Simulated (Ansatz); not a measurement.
## Decaying states in the gap of CsCaIF2

Wanted: the relaxed cell of CsCaIF2, its band edges and its decay constants. It is built by putting I for part of the F in the CsCaF3 structure of space group Pm-3m, with the volume rescaled by atomic radii. The parent structure comes from the Materials Project.

Program: Ansatz 0.2.0. Level of theory: PBEsol DFT, plane waves, PAW files, in the first sound run; inputs show where later runs differ. Results are calculated unless marked as measured.

The structure was built from a prototype and need not be the compound's stable phase.

### Step 1. The starting structure

The structure is tetragonal, space group P4/mmm (No. 123). Conventional cell: a = 4.801 Å, b = 4.801 Å, c = 4.801 Å, α = 90.00°, β = 90.00°, γ = 90.00°. Nearest to Cs lie 4 I at 3.39 Å and 8 F at 3.39 Å. Nearest to Ca lie 2 I at 2.40 Å and 4 F at 2.40 Å. F has 2 Ca at 2.40 Å and 4 Cs at 3.39 Å nearest. I has 2 Ca at 2.40 Å and 4 Cs at 3.39 Å nearest. It derives from CsCaF3. I for part of the F in the CsCaF3 structure of space group Pm-3m. Farther neighbours and most contacts between anions are not listed.

As a file:

```cif
data_structure
_symmetry_space_group_name_H-M 'P4/mmm'
_symmetry_Int_Tables_number 123
_cell_length_a 4.8011
_cell_length_b 4.8011
_cell_length_c 4.8011
_cell_angle_alpha 90.000
_cell_angle_beta 90.000
_cell_angle_gamma 90.000
_cell_volume 110.67
loop_
_atom_site_label
_atom_site_type_symbol
_atom_site_symmetry_multiplicity
_atom_site_Wyckoff_symbol
_atom_site_fract_x
_atom_site_fract_y
_atom_site_fract_z
_atom_site_occupancy
Cs1 Cs 1 a 0.00000 0.00000 0.00000 1
Ca1 Ca 1 d 0.50000 0.50000 0.50000 1
F1 F 2 e 0.00000 0.50000 0.50000 1
I1 I 1 c 0.50000 0.50000 0.00000 1
```

### Step 2. Cell and atoms at rest

The substituted atoms don't fit the parent's cell, so cell and atoms relax together. A small smearing keeps the run stable in case the gap closes on the way.

The input, input.yaml:

```yaml
crystal:
  lattice:
    - [4.8011383358, 0.0, 0.0]
    - [0.0, 4.8011383358, 0.0]
    - [0.0, 0.0, 4.8011383358]
  atoms:
    - { symbol: Cs, position: [0.0, 0.0, 0.0] }
    - { symbol: Ca, position: [0.5, 0.5, 0.5] }
    - { symbol: F, position: [0.0, 0.5, 0.5] }
    - { symbol: F, position: [0.5, 0.0, 0.5] }
    - { symbol: I, position: [0.5, 0.5, 0.0] }
kpoints:
  mp_grid: { grid: [4, 4, 4] }
scf:
  occupations: { method: gaussian, width: 0.03 }
hamiltonian:
  xc: pbesol
output:
  forces: true
  stress: true
relax:
  f_tol: 0.02
  max_steps: 60
  cell: {}
```

Launch:

```bash
$ ansatz run input.yaml --threads 2 --pin off --max-ram 4096MiB --backend cpu --events-out ev --progress --plain --runs-dir out
```

Numbers of over 12 decimals in the logs are rounded to 6 here.

The log of the run:

```text
Engine: ansatz 0.2.0, aarch64-unknown-linux-gnu
Pseudopotentials: kind: paw
Pseudopotential: Cs, paw, valence charge 9, recommended cutoff 420 eV (normal), Cs.paw.azcp
Pseudopotential: Ca, paw, valence charge 10, recommended cutoff 420 eV (normal), Ca.paw.azcp
Pseudopotential: F, paw, valence charge 7, recommended cutoff 420 eV (normal), F.paw.azcp
Pseudopotential: I, paw, valence charge 17, recommended cutoff 420 eV (normal), I.paw.azcp
Functional definition: PBEsol
  exchange = pbesol_x
  correlation = pbesol_c
Crystal: 5 atoms, lattice volume = 110.671 Å³
Basis set: ecut = 420 eV, 2109 PW (Γ), exchange–correlation on 72×72×72 points (8 copies of the dense FFT grid, shifted against one another)
Bands: 30, of which v1, the nominal top of the filled ones, is band 25 counted from 1 (24 counted from 0)
Symmetry: 16 space group operations
Space group: P4/mmm (ITA 123), of the structure as read, at distance tolerance 4.8e-5 Å
k-points: 18 of 64
Non-local potential: Cs, projectors of the file, l = 0: 3, l = 1: 2, l = 2: 2, l = 3: 2
Non-local potential: Ca, projectors of the file, l = 0: 3, l = 1: 2, l = 2: 2
Non-local potential: F, projectors of the file, l = 0: 2, l = 1: 2, l = 2: 1
Non-local potential: I, projectors of the file, l = 0: 2, l = 1: 2, l = 2: 2, l = 3: 2
PAW form: soft (Blöchl's): semilocal exchange-correlation on the pseudo side does not see the compensation charge
PAW frozen core: Cs, regenerated for the run's functional, and the local potential with it (the file was generated under x = pbe(κ = 0.804, μ = 0.219515), c = pbe(β = 0.066725))
PAW frozen core: Ca, regenerated for the run's functional, and the local potential with it (the file was generated under x = pbe(κ = 0.804, μ = 0.219515), c = pbe(β = 0.066725))
PAW frozen core: F, regenerated for the run's functional, and the local potential with it (the file was generated under x = pbe(κ = 0.804, μ = 0.219515), c = pbe(β = 0.066725))
PAW frozen core: I, regenerated for the run's functional, and the local potential with it (the file was generated under x = pbe(κ = 0.804, μ = 0.219515), c = pbe(β = 0.066725))
PAW one-centre angular grid: Cs, 194 points (default); XC on 64 Gauss nodes
PAW one-centre angular grid: Ca, 110 points (default); XC on 64 Gauss nodes
PAW one-centre angular grid: F, 110 points (default); XC on 64 Gauss nodes
PAW one-centre angular grid: I, 590 points (default); XC on 64 Gauss nodes
Initial density: superposition of atomic densities (neutral atoms: chi_scale 0, normalization atom), corrected by the library's trained network
Initial wavefunctions: pseudopotential atomic-orbital guess
Functional: x = pbesol(κ = 0.804, μ = 0.123457), c = pbesol(β = 0.046)
SCF iter   1: F=—  HF=-16417.375432 eV  |F-HF|=—  |Δ(HF+E_count)|=         —  Δρ=1.05e-2  dr2=8.39e-2  ethr=1.77e-3  ⟨swp⟩=10.9  Hψ=3235  notcnv=0
preconditioner: auto → Resta (q_TF=auto, 2.390 Å⁻¹)  ε∞=3.2  [insulator: Δε(μ)=3.910 eV  Ē_g=14.765 eV  σ=0.030 eV  W_gap=1.00  n_scr=26 (ndim 8)  ℏωp=21.8 eV  f_vac=0.038  D(μ)=0.00/eV (n_scr^D=0)  ε∞_Penn≈3.2]
SCF iter   2: F=—  HF=-16417.354972 eV  |F-HF|=—  |Δ(HF+E_count)|=   2.05e-2  Δρ=3.44e-3  dr2=5.83e-3  ethr=1.68e-4  ⟨swp⟩=2.8  Hψ=1131  notcnv=0  defer=17
SCF iter   3: F=—  HF=-16417.353643 eV  |F-HF|=—  |Δ(HF+E_count)|=   1.33e-3  Δρ=8.84e-4  dr2=6.31e-4  ethr=1.17e-5  ⟨swp⟩=2.0  Hψ=929  notcnv=0  defer=17
SCF iter   4: F=—  HF=-16417.353655 eV  |F-HF|=—  |Δ(HF+E_count)|=   1.27e-5  Δρ=1.85e-4  dr2=2.27e-5  ethr=1.26e-6  ⟨swp⟩=2.1  Hψ=804  notcnv=0  defer=17
SCF iter   5: F=—  HF=-16417.353431 eV  |F-HF|=—  |Δ(HF+E_count)|=   2.24e-4  Δρ=5.18e-5  dr2=3.11e-6  ethr=4.54e-8  ⟨swp⟩=2.0  Hψ=867  notcnv=0  defer=17
SCF iter   6: F=-16417.353433 eV  HF=-16417.353433 eV  |F-HF|=7.50e-9  |Δ(HF+E_count)|=   1.59e-6  Δρ=9.59e-6  dr2=9.64e-8  ethr=2.00e-10  ⟨swp⟩=4.0  Hψ=2568  notcnv=0
SCF 1 converged in 6 iterations: F = -16417.353433 eV  dr2 = 9.64e-8
  greatest PAW one-centre occupation: 1.000 electrons in one spin orbital (limit 2), on the I atom at site 4 (counted from 0), in its partial waves of l = 2
relax step   1: F+E_penalty+E_count = -16417.35343281 eV  Δ(F+E_penalty+E_count) = +0.000e0 eV  max|allowed force component| = 2.130e-29 eV/Å  Δτ_max = 0.0000 Å  P = +16.255 GPa  Ω = 110.671 Å³  (6 SCF iters, dr2 threshold 1.00e-7 eV, accepted)
Crystal: 5 atoms, lattice volume = 116.413 Å³
Basis set: ecut = 420 eV, 2237 PW (Γ), exchange–correlation on 72×72×72 points (8 copies of the dense FFT grid, shifted against one another)
Initial density: handed on by an earlier stage of this run
Initial wavefunctions: those handed on with the density
iter 1 solved again at ethr=1.91e-4 eV; its pass at ethr=3.10e-3 eV (dr2=9.53e-2 eV) is discarded
SCF iter   1: F=—  HF=-16418.621883 eV  |F-HF|=—  |Δ(HF+E_count)|=         —  Δρ=7.81e-3  dr2=9.96e-2  ethr=1.91e-4  ⟨swp⟩=2.2  Hψ=3462  notcnv=0
preconditioner: auto → Resta (q_TF=auto, 2.370 Å⁻¹)  ε∞=3.0  [insulator: Δε(μ)=4.209 eV  Ē_g=14.917 eV  σ=0.030 eV  W_gap=1.00  n_scr=26 (ndim 8)  ℏωp=21.2 eV  f_vac=0.044  D(μ)=0.00/eV (n_scr^D=0)  ε∞_Penn≈3.0]
SCF iter   2: F=—  HF=-16418.591980 eV  |F-HF|=—  |Δ(HF+E_count)|=   2.99e-2  Δρ=4.28e-3  dr2=1.70e-2  ethr=1.91e-4  ⟨swp⟩=3.2  Hψ=914  notcnv=0
SCF iter   3: F=—  HF=-16418.586569 eV  |F-HF|=—  |Δ(HF+E_count)|=   5.41e-3  Δρ=1.38e-3  dr2=4.32e-3  ethr=3.39e-5  ⟨swp⟩=2.6  Hψ=1109  notcnv=0  defer=18
SCF iter   4: F=—  HF=-16418.584885 eV  |F-HF|=—  |Δ(HF+E_count)|=   1.68e-3  Δρ=3.38e-4  dr2=1.12e-4  ethr=8.64e-6  ⟨swp⟩=2.5  Hψ=863  notcnv=0  defer=18
SCF iter   5: F=—  HF=-16418.584650 eV  |F-HF|=—  |Δ(HF+E_count)|=   2.34e-4  Δρ=6.48e-5  dr2=5.21e-6  ethr=2.24e-7  ⟨swp⟩=2.0  Hψ=869  notcnv=0  defer=18
SCF iter   6: F=-16418.584655 eV  HF=-16418.584655 eV  |F-HF|=1.03e-7  |Δ(HF+E_count)|=   4.25e-6  Δρ=1.34e-5  dr2=2.27e-7  ethr=1.00e-9  ⟨swp⟩=5.0  Hψ=2246  notcnv=0
SCF 2 converged in 6 iterations: F = -16418.584655 eV  dr2 = 2.27e-7
relax step   2: F+E_penalty+E_count = -16418.58465467 eV  Δ(F+E_penalty+E_count) = -1.231e0 eV  max|allowed force component| = 1.609e-29 eV/Å  Δτ_max = 0.0000 Å  P = +10.082 GPa  Ω = 116.413 Å³  energy of the carried Pulay correction = -8.517e-3 eV  (6 SCF iters, dr2 threshold 5.00e-7 eV, accepted)
Crystal: 5 atoms, lattice volume = 122.046 Å³
Basis set: ecut = 420 eV, 2349 PW (Γ), exchange–correlation on 72×72×72 points (8 copies of the dense FFT grid, shifted against one another)
iter 1 solved again at ethr=1.46e-4 eV; its pass at ethr=3.10e-3 eV (dr2=7.29e-2 eV) is discarded
[...]
[... from here on, the SCF cycles and remarks between the steps are left out ...]
relax step   4: F+E_penalty+E_count = -16419.72274274 eV  Δ(F+E_penalty+E_count) = -3.933e-1 eV  max|allowed force component| = 1.175e-29 eV/Å  Δτ_max = 0.0000 Å  P = +2.390 GPa  Ω = 127.020 Å³  energy of the carried Pulay correction = -2.328e-2 eV  (6 SCF iters, dr2 threshold 5.00e-7 eV, accepted)
relax step   5: F+E_penalty+E_count = -16419.84575781 eV  Δ(F+E_penalty+E_count) = -1.230e-1 eV  max|allowed force component| = 1.270e-29 eV/Å  Δτ_max = 0.0000 Å  P = +0.521 GPa  Ω = 130.054 Å³  energy of the carried Pulay correction = -2.737e-2 eV  (6 SCF iters, dr2 threshold 5.00e-7 eV, accepted)
relax step   6: F+E_penalty+E_count = -16419.84967481 eV  Δ(F+E_penalty+E_count) = -3.917e-3 eV  max|allowed force component| = 9.971e-29 eV/Å  Δτ_max = 0.0000 Å  P = +0.003 GPa  Ω = 131.040 Å³  energy of the carried Pulay correction = -2.865e-2 eV  (5 SCF iters, dr2 threshold 5.00e-7 eV, accepted)
relax step   7: F+E_penalty+E_count = -16419.84980091 eV  Δ(F+E_penalty+E_count) = -1.261e-4 eV  max|allowed force component| = 1.562e-29 eV/Å  Δτ_max = 0.0000 Å  P = +0.018 GPa  Ω = 130.967 Å³  energy of the carried Pulay correction = -2.857e-2 eV  (5 SCF iters, dr2 threshold 2.60e-8 eV, accepted)
relax step   8: F+E_penalty+E_count = -16420.09806705 eV  Δ(F+E_penalty+E_count) = -2.483e-1 eV  max|allowed force component| = 9.861e-30 eV/Å  Δτ_max = 0.0000 Å  P = +2.224 GPa  Ω = 130.967 Å³  stress off target by 4.99e0 GPa  SCF on the basis re-selected at this cell (its energy is not comparable with the rows above)  (9 SCF iters)
relax step   9: F+E_penalty+E_count = -16420.18404541 eV  Δ(F+E_penalty+E_count) = -8.598e-2 eV  max|allowed force component| = 1.125e-28 eV/Å  Δτ_max = 0.0000 Å  P = +0.916 GPa  Ω = 135.927 Å³  energy of the carried Pulay correction = -7.396e-3 eV  (6 SCF iters, dr2 threshold 5.00e-7 eV, accepted)
relax step  10: F+E_penalty+E_count = -16420.20433845 eV  Δ(F+E_penalty+E_count) = -2.029e-2 eV  max|allowed force component| = 5.128e-30 eV/Å  Δτ_max = 0.0000 Å  P = +0.163 GPa  Ω = 139.582 Å³  energy of the carried Pulay correction = -1.451e-2 eV  (6 SCF iters, dr2 threshold 5.00e-7 eV, accepted)
relax step  11: F+E_penalty+E_count = -16420.20406549 eV  Δ(F+E_penalty+E_count) = +2.730e-4 eV  max|allowed force component| = 3.328e-28 eV/Å  Δτ_max = 0.0000 Å  P = +0.017 GPa  Ω = 140.468 Å³  energy of the carried Pulay correction = -1.647e-2 eV  (5 SCF iters, dr2 threshold 5.00e-7 eV, accepted)
relax step  12: F+E_penalty+E_count = -16420.20384947 eV  Δ(F+E_penalty+E_count) = +2.160e-4 eV  max|allowed force component| = 1.010e-29 eV/Å  Δτ_max = 0.0000 Å  P = +0.001 GPa  Ω = 140.577 Å³  energy of the carried Pulay correction = -1.672e-2 eV  (5 SCF iters, dr2 threshold 1.03e-8 eV, accepted)
relax step  13: F+E_penalty+E_count = -16420.22812797 eV  Δ(F+E_penalty+E_count) = -2.428e-2 eV  max|allowed force component| = 2.114e-29 eV/Å  Δτ_max = 0.0000 Å  P = +0.114 GPa  Ω = 140.577 Å³  stress off target by 3.64e-1 GPa  SCF on the basis re-selected at this cell (its energy is not comparable with the rows above)  (9 SCF iters)
relax step  14: F+E_penalty+E_count = -16420.22834620 eV  Δ(F+E_penalty+E_count) = -2.182e-4 eV  max|allowed force component| = 1.262e-29 eV/Å  Δτ_max = 0.0000 Å  P = +0.022 GPa  Ω = 141.313 Å³  energy of the carried Pulay correction = -9.013e-4 eV  (5 SCF iters, dr2 threshold 3.30e-7 eV, accepted)
relax step  15: F+E_penalty+E_count = -16420.22818837 eV  Δ(F+E_penalty+E_count) = +1.578e-4 eV  max|allowed force component| = 5.459e-29 eV/Å  Δτ_max = 0.0000 Å  P = +0.000 GPa  Ω = 141.462 Å³  energy of the carried Pulay correction = -1.089e-3 eV  (6 SCF iters, dr2 threshold 8.46e-9 eV, accepted)
iter 1 solved again at ethr=4.57e-7 eV; its pass at ethr=3.10e-3 eV (dr2=2.29e-4 eV) is discarded
SCF iter   1: F=—  HF=-16420.228598 eV  |F-HF|=—  |Δ(HF+E_count)|=         —  Δρ=1.79e-4  dr2=1.74e-6  ethr=4.57e-7  ⟨swp⟩=3.1  Hψ=4703  notcnv=0
preconditioner: auto → Resta (q_TF=auto, 2.294 Å⁻¹)  ε∞=3.9  [insulator: Δε(μ)=4.307 eV  Ē_g=9.426 eV  σ=0.030 eV  W_gap=1.00  n_scr=28 (ndim 8)  ℏωp=15.9 eV  f_vac=0.102  D(μ)=0.00/eV (n_scr^D=0)  ε∞_Penn≈3.9]
SCF iter   2: F=—  HF=-16420.229168 eV  |F-HF|=—  |Δ(HF+E_count)|=   5.71e-4  Δρ=9.01e-5  dr2=7.02e-7  ethr=3.48e-9  ⟨swp⟩=2.3  Hψ=930  notcnv=0
SCF iter   3: F=—  HF=-16420.229364 eV  |F-HF|=—  |Δ(HF+E_count)|=   1.96e-4  Δρ=4.18e-5  dr2=8.47e-8  ethr=1.40e-9  ⟨swp⟩=2.2  Hψ=883  notcnv=0
SCF iter   4: F=—  HF=-16420.229417 eV  |F-HF|=—  |Δ(HF+E_count)|=   5.27e-5  Δρ=2.92e-6  dr2=7.60e-9  ethr=1.69e-10  ⟨swp⟩=2.0  Hψ=882  notcnv=0
SCF iter   5: F=—  HF=-16420.229417 eV  |F-HF|=—  |Δ(HF+E_count)|=   4.00e-9  Δρ=3.62e-7  dr2=3.17e-10  ethr=1.52e-11  ⟨swp⟩=2.1  Hψ=838  notcnv=0
SCF iter   6: F=—  HF=-16420.229417 eV  |F-HF|=—  |Δ(HF+E_count)|=   1.83e-9  Δρ=1.80e-7  dr2=5.85e-11  ethr=1.00e-12  ⟨swp⟩=5.0  Hψ=2159  notcnv=0
SCF iter   7: F=-16420.229417 eV  HF=-16420.229417 eV  |F-HF|=1.09e-11  |Δ(HF+E_count)|=  8.00e-11  Δρ=1.10e-7  dr2=1.56e-11  ethr=1.00e-12  ⟨swp⟩=4.2  Hψ=1774  notcnv=0
SCF 16 converged in 7 iterations: F = -16420.229417 eV  dr2 = 1.56e-11
relax step  16: F+E_penalty+E_count = -16420.22941706 eV  Δ(F+E_penalty+E_count) = -1.229e-3 eV  max|allowed force component| = 5.573e-29 eV/Å  Δτ_max = 0.0000 Å  P = +0.005 GPa  Ω = 141.462 Å³  stress off target by 2.63e-2 GPa  SCF on the basis re-selected at this cell (its energy is not comparable with the rows above)  (7 SCF iters)
basis re-selected at this cell: Δ(F+E_penalty+E_count) = -1.229e-3 eV, ΔP = +0.005 GPa vs the last step (what re-selecting the basis moved, of the pressure what is left beyond the Pulay correction that the steps carried, after the strain that the cell walked since its last selection, with what the two solves' SCF thresholds leave and, on support functions, any second-order correction that the steps lacked; it is no m [...]
SCF converged after 7 iterations
Free energy (F): -16420.229417 eV
Harris-Foulkes:  -16420.229417 eV  (|F-HF|=1.09e-11)
Internal energy: -16420.229417 eV  (E = F + TS)
E sigma→0 (E₀):  -16420.229417 eV
Fermi energy:    5.482401 eV
--- Per-component energies (eV) ---
  E_band       = -660.622128
  E_kinetic    = 1022.316570
  E_local      = -4569.565608  (includes V_loc(G=0)·N_el)
  E_nonlocal   = 154.789364
  E_hartree    = 1998.954934
  E_xc         = -594.945586
  E_vxc        = -630.200068  (∫ρ·V_xc dr)
  E_paw        = -10944.343121  (= ΣΔE_a)
  E_vpaw       = -635.876519  (= ΣTr[D̂ρ^β])
  E_aug_tail   = 0.004032  (compensation charges beyond the density's cutoff)
  E_ewald      = -3488.199984
  E_core_change = 0.759982  (= ΣΔE_core)
  E_smearing   = -0.000000  (= −TS)
  E_closure    = 0.000000  (closes the sum)
  Σ components = -16420.229417   (vs F -16420.229417, Δ=0.00e0)
--- Forces (eV/Å), atoms counted from 1 ---
  atom   1  Cs     0.00000000     0.00000000     0.00000000
  atom   2  Ca    -0.00000000    -0.00000000     0.00000000
  atom   3  F     -0.00000000    -0.00000000     0.00000000
  atom   4  F     -0.00000000     0.00000000     0.00000000
  atom   5  I      0.00000000    -0.00000000     0.00000000
  max |Σ_I F_I| component: 1.52e-28 eV/Å
--- Stress (GPa, compression-positive) ---
       -0.005172       0.000000       0.000000
        0.000000      -0.005172       0.000000
        0.000000       0.000000       0.026254
  P = ⅓ Tr σ = 0.0053 GPa (0.053 kbar)
--- Relaxed structure (13 steps of the walk, 13 accepted, 3 SCFs on fresh bases) ---
  F+E_penalty+E_count = -16420.22941706 eV   max|allowed force component| = 5.573e-29 eV/Å   (the final SCF, on the basis selected at the relaxed cell)
  cell:  # Å, volume = 141.4621 Å³
    - [4.788040, 0, 0.0]
    - [0, 4.788040, 0.0]
    - [0.0, 0.0, 6.170558]
  atoms:
    - { symbol: Cs, position: [0, 0, 0.0] }
    - { symbol: Ca, position: [0.5, 0.5, 0.500000] }
    - { symbol: F, position: [0, 0.5, 0.500000] }
    - { symbol: F, position: [0.5, 0, 0.500000] }
    - { symbol: I, position: [0.5, 0.5, 0.0] }
```

It took 28 s on 2 threads of Arm Neoverse V2, shared host; peak memory 0.45 GiB.

Step by step:

| step | energy less that of the first step (eV) | largest force component (eV/Å) | pressure (GPa) | volume (Å³) |
| --- | --- | --- | --- | --- |
| 1 | 0.0000 | 0.0000 | 16.25 | 110.67 |
| 2 | -1.2312 | 0.0000 | 10.08 | 116.41 |
| 3 | -1.9760 | 0.0000 | 5.60 | 122.05 |
| 4 | -2.3693 | 0.0000 | 2.39 | 127.02 |
| 5 | -2.4923 | 0.0000 | 0.52 | 130.05 |
| 6 | -2.4962 | 0.0000 | 0.00 | 131.04 |
| 7 | -2.4964 | 0.0000 | 0.02 | 130.97 |
| 8* | -2.7446 | 0.0000 | 2.22 | 130.97 |
| 9 | -2.8306 | 0.0000 | 0.92 | 135.93 |
| 10 | -2.8509 | 0.0000 | 0.16 | 139.58 |
| 11 | -2.8506 | 0.0000 | 0.02 | 140.47 |
| 12 | -2.8504 | 0.0000 | 0.00 | 140.58 |
| 13* | -2.8747 | 0.0000 | 0.11 | 140.58 |
| 14 | -2.8749 | 0.0000 | 0.02 | 141.31 |
| 15 | -2.8748 | 0.0000 | 0.00 | 141.46 |
| 16* | -2.8760 | 0.0000 | 0.01 | 141.46 |

Relaxation steps marked * repeat the geometry before them on a plane-wave basis chosen anew for their cell, so energy and pressure can jump there.

Forces are held to the 16 operations that the run works with; a distortion that breaks them can't arise in this run.

| cell as run | before | after | change |
| --- | --- | --- | --- |
| a (Å) | 4.801 | 4.788 | -0.3 % |
| b (Å) | 4.801 | 4.788 | -0.3 % |
| c (Å) | 4.801 | 6.171 | +28.5 % |
| volume (Å³/atom) | 22.13 | 28.29 | +27.8 % |

The relaxed structure:

```xyz
5
Lattice="4.7880 0.0000 0.0000 0.0000 4.7880 0.0000 0.0000 0.0000 6.1706" Properties=species:S:1:pos:R:3 pbc="T T T"
Cs    0.0000    0.0000    0.0000
Ca    2.3940    2.3940    3.0853
F     0.0000    2.3940    3.0853
F     2.3940    0.0000    3.0853
I     2.3940    2.3940    0.0000
```

Numbers from this step:

- free energy: -16420.2294 eV
- Fermi energy: 5.482 eV
- pressure: 0.005304 GPa

The largest force component on a free atom ends at 5.6e-29 eV/Å.

(Continued in part 2 of 3.)

[Logs are printed without paths, hosts, clocks, repeated set-up lines and the standing remarks that a program may print on its own settings, such as how far it seeks lower states.]

[Hosts, paths, dates, database ids (printed as entryN), source tags and the programs' standing remarks are cut or masked in the printed files.]
